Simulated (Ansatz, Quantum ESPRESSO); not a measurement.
# K2Pt (Fm-3m): zone-centre phonons, part 3 of 3

Wanted: the vibrations of K2Pt (Fm-3m) at Γ, by two programs.

Quantum ESPRESSO 7.5; DFT LDA, scalar-relativistic, plane waves, PseudoDojo norm-conserving pseudopotentials.

So far. Step 6 (Modes with the sum rule): The rule moves no optical mode by more than 0.1 cm⁻¹. Step 7 (Modes along a direction of q (1 0 0)): The field moves one mode, from 102 to 128 cm⁻¹; the others stay.

### 8. The same in Ansatz

A second program on the same cell, potentials, cutoff and meshes tests the implementation of the phonon response, not its convergence. Its field response is summed in its own way. Its k mesh is centred on Γ.

This step: DFT LDA, scalar-relativistic, plane waves, PseudoDojo norm-conserving pseudopotentials (Ansatz 0.2.0).

Contents of input.yaml:

```yaml
crystal:
  lattice:
    - [-3.6360738385, 0.0, 3.6360738385]
    - [0.0, 3.6360738385, 3.6360738385]
    - [-3.6360738385, 3.6360738385, 0.0]
  atoms:
    - { symbol: K, position: [0.25, 0.25, 0.25] }
    - { symbol: K, position: [0.75, 0.75, 0.75] }
    - { symbol: Pt, position: [0.0, 0.0, 0.0] }
kpoints:
  mp_grid: { grid: [6, 6, 6] }
hamiltonian:
  xc: lda
  pseudopotentials: { kind: nc, accuracy: standard }
scf:
  occupations: { method: fixed }
output:
  eigenvalues: true
basis:
  ecutwfc: 1034.033
phonons:
  method: dfpt
  dielectric: true
  rigid_motions: translations
```

Started as:

```
$ ansatz run input.yaml --threads 4 --pin off --max-ram 8192MiB --backend cpu --events-out ev --progress --plain --runs-dir out
```

Output:

```text
Warning: basis.ecutwfc = 1034.033 eV is below the records' recommended 1142.878222 eV, and the density's cutoff is lower with it unless basis.ecutrho_ratio is high enough to keep the records' density cutoff: compare with a run at a higher cutoff
Engine: ansatz 0.2.0, x86_64-unknown-linux-gnu
Pseudopotentials: kind: nc
Pseudopotential: K, nc, valence charge 9, recommended cutoff 979.609905 eV (normal), K.nc.azcp (PseudoDojo's, or run here from an input of PseudoDojo's; its table is named by hamiltonian.pseudopotentials.accuracy)
Pseudopotential: Pt, nc, valence charge 18, recommended cutoff 1142.878222 eV (normal), Pt.nc.azcp (PseudoDojo's, or run here from an input of PseudoDojo's; its table is named by hamiltonian.pseudopotentials.accuracy)
Functional definition: SPW92
  exchange = slater_x
  correlation = pw_c
Crystal: 3 atoms, lattice volume = 96.145 Å³
Basis set: ecut = 1034.033 eV, 7343 PW (Γ), exchange–correlation on 108×108×108 points (8 copies of the dense FFT grid, shifted against one another)
Bands: 22, of which v1, the nominal top of the filled ones, is band 18 counted from 1 (17 counted from 0)
Symmetry: 48 space group operations
k-points: 46 of 216 (irreducible under 4 space group operations, time reversal used)
Non-local potential: K, projectors of the file, l = 0: 2, l = 1: 2, l = 2: 2
Non-local potential: Pt, projectors of the file, l = 0: 2, l = 1: 2, l = 2: 2, l = 3: 2
Initial density: superposition of atomic densities (chi_scale 0.1, normalization cell, long waves kept (reshape's long-wave potential 0.00 eV rms))
Initial wavefunctions: pseudopotential atomic-orbital guess
Functional: x = slater, c = lda
SCF iter   1: F=—  HF=-5188.561004 eV  |F-HF|=—  |Δ(HF+E_count)|=         —  Δρ=1.43e-1  dr2=3.59e1  ethr=3.10e-3  ⟨swp⟩=6.4  Hψ=4967  notcnv=0  defer=71
preconditioner: auto → none  [insulator: Δε(μ)=0.018 eV  Ē_g=10.477 eV  n_scr=14 (ndim 8)  ℏωp=18.6 eV  f_vac=0.009  ε∞_Penn≈4.1]
SCF iter   2: F=—  HF=-5198.549747 eV  |F-HF|=—  |Δ(HF+E_count)|=    9.99e0  Δρ=1.58e-1  dr2=4.16e1  ethr=3.10e-3  ⟨swp⟩=5.0  Hψ=3790  notcnv=0  defer=69
SCF iter   3: F=—  HF=-5186.041062 eV  |F-HF|=—  |Δ(HF+E_count)|=    1.25e1  Δρ=5.53e-2  dr2=6.78e0  ethr=3.10e-3  ⟨swp⟩=5.0  Hψ=3078  notcnv=0  defer=66
SCF iter   4: F=—  HF=-5184.299604 eV  |F-HF|=—  |Δ(HF+E_count)|=    1.74e0  Δρ=1.22e-2  dr2=4.08e-1  ethr=3.10e-3  ⟨swp⟩=3.4  Hψ=1937  notcnv=0  defer=77
SCF iter   5: F=—  HF=-5184.280032 eV  |F-HF|=—  |Δ(HF+E_count)|=   1.96e-2  Δρ=1.23e-2  dr2=3.38e-1  ethr=1.13e-3  ⟨swp⟩=1.3  Hψ=1395  notcnv=0  defer=78
SCF iter   6: F=—  HF=-5184.212190 eV  |F-HF|=—  |Δ(HF+E_count)|=   6.78e-2  Δρ=2.29e-3  dr2=1.14e-2  ethr=9.38e-4  ⟨swp⟩=2.3  Hψ=1410  notcnv=0  defer=79
SCF iter   7: F=—  HF=-5184.210796 eV  |F-HF|=—  |Δ(HF+E_count)|=   1.39e-3  Δρ=8.91e-4  dr2=1.55e-3  ethr=3.15e-5  ⟨swp⟩=3.2  Hψ=1983  notcnv=0  defer=80
SCF iter   8: F=—  HF=-5184.210479 eV  |F-HF|=—  |Δ(HF+E_count)|=   3.16e-4  Δρ=9.65e-5  dr2=1.09e-5  ethr=4.29e-6  ⟨swp⟩=2.3  Hψ=1777  notcnv=0  defer=81
SCF iter   9: F=—  HF=-5184.210502 eV  |F-HF|=—  |Δ(HF+E_count)|=   2.30e-5  Δρ=4.89e-5  dr2=3.88e-6  ethr=3.04e-8  ⟨swp⟩=2.7  Hψ=1673  notcnv=0  defer=78
SCF iter  10: F=—  HF=-5184.210501 eV  |F-HF|=—  |Δ(HF+E_count)|=   9.23e-7  Δρ=1.84e-5  dr2=4.35e-7  ethr=1.08e-8  ⟨swp⟩=2.0  Hψ=1250  notcnv=0  defer=73
SCF iter  11: F=—  HF=-5184.210402 eV  |F-HF|=—  |Δ(HF+E_count)|=   9.96e-5  Δρ=6.70e-6  dr2=1.65e-8  ethr=1.21e-9  ⟨swp⟩=2.0  Hψ=1342  notcnv=0  defer=77
SCF iter  12: F=—  HF=-5184.210402 eV  |F-HF|=—  |Δ(HF+E_count)|=   4.77e-9  Δρ=1.21e-6  dr2=6.45e-10  ethr=4.58e-11  ⟨swp⟩=2.2  Hψ=1848  notcnv=0  defer=77
SCF iter  13: F=-5184.210402 eV  HF=-5184.210402 eV  |F-HF|=4.55e-12  |Δ(HF+E_count)|=  1.45e-10  Δρ=1.24e-7  dr2=4.91e-12  ethr=1.00e-12  ⟨swp⟩=16.0  Hψ=9280  notcnv=0
SCF 1 converged in 13 iterations: F = -5184.210402 eV  dr2 = 4.91e-12
NSCF: frozen V_eff on 3 k-points
DFPT response loops at Γ: preconditioner auto → none (the input reference at scf.mixing.eps_inf says where Resta's filter doesn't serve); β = 0.50; Broyden in place of MSR1
── the response to a field inside a basis, on 6×6×6 k-points: an SCF that follows is theirs, and a resumed run solves both again ──
Bands: 19, of which v1, the nominal top of the filled ones, is band 18 counted from 1 (17 counted from 0)
k-points: 28 of 216 (irreducible under 12 space group operations)
Initial density: handed on by an earlier stage of this run
Initial wavefunctions: pseudopotential atomic-orbital guess (no wavefunctions were taken with the density)
Eigensolver: Dense (28 Hₖ)
SCF iter   1: F=—  HF=-5184.205451 eV  |F-HF|=—  |Δ(HF+E_count)|=         —  Δρ=9.58e-5  dr2=9.13e-7  ethr=1.00e-1
preconditioner: auto → none  [insulator: Δε(μ)=1.644 eV  Ē_g=8.774 eV  n_scr=14 (ndim 8)  ℏωp=18.6 eV  f_vac=0.145  ε∞_Penn≈5.5]
SCF iter   2: F=—  HF=-5184.205451 eV  |F-HF|=—  |Δ(HF+E_count)|=   1.22e-7  Δρ=4.54e-5  dr2=2.41e-7  ethr=2.54e-9
SCF iter   3: F=—  HF=-5184.205452 eV  |F-HF|=—  |Δ(HF+E_count)|=   1.65e-7  Δρ=2.22e-5  dr2=5.29e-7  ethr=6.68e-10
SCF iter   4: F=-5184.205451 eV  HF=-5184.205451 eV  |F-HF|=8.98e-10  |Δ(HF+E_count)|=   9.48e-8  Δρ=5.21e-6  dr2=2.96e-9  ethr=6.68e-10
SCF 1 converged in 4 iterations: F = -5184.205451 eV  dr2 = 2.96e-9
DFPT response loops at Γ: mixed as the last ones told, above
SCF converged after 13 iterations
Free energy (F): -5184.210402 eV
Harris-Foulkes:  -5184.210402 eV  (|F-HF|=4.55e-12)
Internal energy: -5184.210402 eV  (E = F + TS)
E sigma→0 (E₀):  -5184.210402 eV
Fermi energy:    5.230349 eV
--- Per-component energies (eV) ---
  E_band       = -572.861555
  E_kinetic    = 1581.605479
  E_local      = -4852.323864  (includes V_loc(G=0)·N_el)
  E_nonlocal   = 446.443765
  E_hartree    = 1518.417870
  E_xc         = -983.004325
  E_vxc        = -785.422600  (∫ρ·V_xc dr)
  E_ewald      = -2895.349327
  E_smearing   = -0.000000  (= −TS)
  E_closure    = 0.000000  (closes the sum)
  Σ components = -5184.210402   (vs F -5184.210402, Δ=0.00e0)
--- Band table (eV; the first three rows and the last of 46) ---
  k-point 0: bands = [... 14 lower, 4.9752, 5.2121, 5.2121, 5.2121, 8.8341, 8.8341, 8.8341, 11.3321]
  k-point 1: bands = [... 14 lower, 4.9948, 5.1622, 5.2012, 5.2012, 8.1772, 9.0199, 9.0199, 11.3736]
  k-point 2: bands = [... 14 lower, 5.0358, 5.0865, 5.1793, 5.1793, 7.2542, 9.4401, 9.4401, 11.4874]
  k-point 45: bands = [... 14 lower, 4.8787, 5.1750, 5.1750, 5.2303, 6.9584, 9.2584, 9.8767, 9.8767]
--- Phonons (Γ-DFPT): 2 representative perturbations + reference, on 46 of 216 k-points (Σ response iterations 6) ---
  k mesh reduced under 4 symmetry operations, with k and −k counted as one. Each operation leaves every solved perturbation unchanged. A smaller set is not considered because the run solves the response to a homogeneous field
  ASR residual: 7.275e-4 → 0.000e0 eV/Å²; symmetrization residual: 2.583e-5 eV/Å²
  ASR residual per site (eV/Å²): 2.95e-5 2.95e-5 7.28e-4
  Γ frequencies (cm⁻¹): 0.00 0.00 0.00 102.32 102.32 102.32 126.75 126.75 126.75
  ε∞ (high-frequency dielectric tensor):
        5.115997     0.000000    -0.000000
        0.000000     5.115997    -0.000000
       -0.000000    -0.000000     5.115997
  ε⁰ (static dielectric tensor: ions relaxed, cell fixed):
        7.976090    -0.000000     0.000000
       -0.000000     7.976090    -0.000000
        0.000000    -0.000000     7.976090
  ε⁰ − ε∞ (ionic part):
        2.860093    -0.000000     0.000000
       -0.000000     2.860093    -0.000000
        0.000000    -0.000000     2.860093
  softest optical mode at Γ: 102.32 cm⁻¹; the repairs (sum rule, projections) moved no ω² at Γ by more than (1.62 cm⁻¹)²
  Born effective charges Z* (e; rows j = field, columns β = displacement):
    site 0:
         0.90363   -0.00000   -0.00000
         0.00000    0.90363    0.00000
        -0.00000    0.00000    0.90363
    site 1:
         0.90363   -0.00000    0.00000
         0.00000    0.90363    0.00000
        -0.00000    0.00000    0.90363
    site 2:
        -1.80726    0.00000   -0.00000
        -0.00000   -1.80726   -0.00000
         0.00000   -0.00000   -1.80726
  Z* charge neutrality: 2.844e-3 e pre-enforcement
  solved inside a basis spanned on kpoints, on 6×6×6 k-points, its susceptibility summed on 10×10×10: ε∞ is read to err by 1.4e-2, Z* by 2.2e-2 e (field_mesh: kpoints solves on kpoints); Z* is corrected for what the basis lacks
  optical modes at Γ without the LO–TO term, one row a degenerate level:
      ω (cm⁻¹)  modes    IR ((D/Å)²/amu)
        102.32      3             4.0497
        126.75      3             0.0000
  optical modes at Γ + LO–TO along q̂ = [1.0000, 0.0000, 0.0000]:
      ω (cm⁻¹)  modes    IR ((D/Å)²/amu)
        102.32      2             2.6998
        126.75      3             0.0000
        127.76      1             1.3499
  optical modes at Γ + LO–TO along q̂ = [0.0000, 1.0000, 0.0000]:
      ω (cm⁻¹)  modes    IR ((D/Å)²/amu)
        102.32      2             2.6998
        126.75      3             0.0000
        127.76      1             1.3499
  optical modes at Γ + LO–TO along q̂ = [0.0000, 0.0000, 1.0000]:
      ω (cm⁻¹)  modes    IR ((D/Å)²/amu)
        102.32      2             2.6998
        126.75      3             0.0000
        127.76      1             1.3499
```

Wall time 48 s (4 threads of Intel Xeon 6975P-C (Granite Rapids), shared host); peak memory 1.8 GiB; 2.9 min of CPU time.

Numbers from this step:

| Property | Result |
| --- | --- |
| sum-rule residual before enforcement | 7.28e-4 eV/Å² |
| miss of the charge sum rule | 0.002844 e |
| estimated error of the dielectric tensor | 0.01350 |
| estimated error of the Born charges | 0.02153 e |
| lowest optical zone-centre mode | 102.3 cm⁻¹ |
| mean high-frequency dielectric constant | 5.116 |
| largest Born charge in size (third of the trace) | 1.807 e |
| mean static dielectric constant | 7.976 |
| highest mode moved by the LO-TO term | 127.8 cm⁻¹ |

Transverse modes. Lines of the infrared spectrum (strongest = 100):

```tsv
position (cm⁻¹)	label	IR intensity ((D/Å)²/amu), degenerate modes summed, relative
102	T1u	100
127	T2g	0.0
```

### 9. The two compared: QE PseudoDojo and Ansatz, PseudoDojo

Worked out from the results:

* root-mean-square difference: 0.04 cm⁻¹
* largest difference: 0.05 cm⁻¹

Frequencies side by side, by row:

```tsv
q (reciprocal lattice)	mode	QE PseudoDojo (cm⁻¹)	Ansatz, PseudoDojo (cm⁻¹)
0 0 0	1	0	0
0 0 0	2	0	0
0 0 0	3	0	0
0 0 0	4	102.4	102.3
0 0 0	5	102.4	102.3
0 0 0	6	102.4	102.3
0 0 0	7	126.8	126.8
0 0 0	8	126.8	126.8
0 0 0	9	126.8	126.8
```

The two runs side by side. Further quantities:

```tsv
quantity	QE PseudoDojo	Ansatz, PseudoDojo
mean ε∞	5.131	5.116
largest Born charge in size (e; the first before, the second after the charge sum rule)	1.805	1.807
```

At the zone centre the largest difference (acoustic modes at Γ apart) is 0.04 % of the highest mode.

### 10. Results

* space group after relaxation: Fm-3m
* volume per atom: 32.0 Å³
* gap on the k-mesh: 1.53 eV
* highest optical zone-centre mode (no LO-TO term): 126.8 cm⁻¹
* lowest optical zone-centre mode: 102.4 cm⁻¹
* highest mode moved by the LO-TO term: 127.7 cm⁻¹
* mean high-frequency dielectric constant: 5.13
* largest Born charge in size (third of the trace): 1.81 e
* mean static dielectric constant: 7.98
* imaginary optical modes at the zone centre (no q mesh in this session): none
* largest difference from Ansatz, PseudoDojo: 0.05 cm⁻¹

What this shows: At the LDA level the optical modes of K2Pt (Fm-3m) at the zone centre (no LO-TO term) run from 102 to 127 cm⁻¹. Along the directions run, the highest mode that the macroscopic field moves lies at 128 cm⁻¹. Lattice motion raises the mean dielectric constant from 5.131 to 7.981. Of the 6 optical modes, 3 are infrared active alone and 3 are Raman active alone; inversion symmetry keeps the two sets apart. QE PseudoDojo and Ansatz, PseudoDojo agree to 0.05 cm⁻¹ (0.04 % of the highest mode compared) on all solved modes but the acoustic ones at Γ, without the LO-TO term. Left out of this account: PBEsol with PseudoDojo NC, since it is gradient-corrected and no frozen-mode check or second program bears its response out. What is said of the levels holds for those shown. These are harmonic frequencies at zero temperature: anharmonic shifts and linewidths and thermal expansion are left out. Spin-orbit coupling is left out, which can matter for the heavy elements here. The relaxation ran at 76 Ry, under the 84 Ry recommended for these files; the stress of so short a basis can leave the cell about one per cent too small. Ansatz warns that the cutoff lies 10 % under the one recommended for these files; agreement at one cutoff is not convergence. The structure comes from a database and need not be the phase that is stable at ambient conditions.

[Host names and launcher messages were left out of these logs when they were recorded.]

[Logs are printed without paths, hosts, clocks, repeated set-up lines and the standing remarks that a program may print on its own settings, such as how far it seeks lower states.]

[Hosts, paths, dates, database ids (printed as entryN), source tags and the programs' standing remarks are cut or masked in the printed files.]
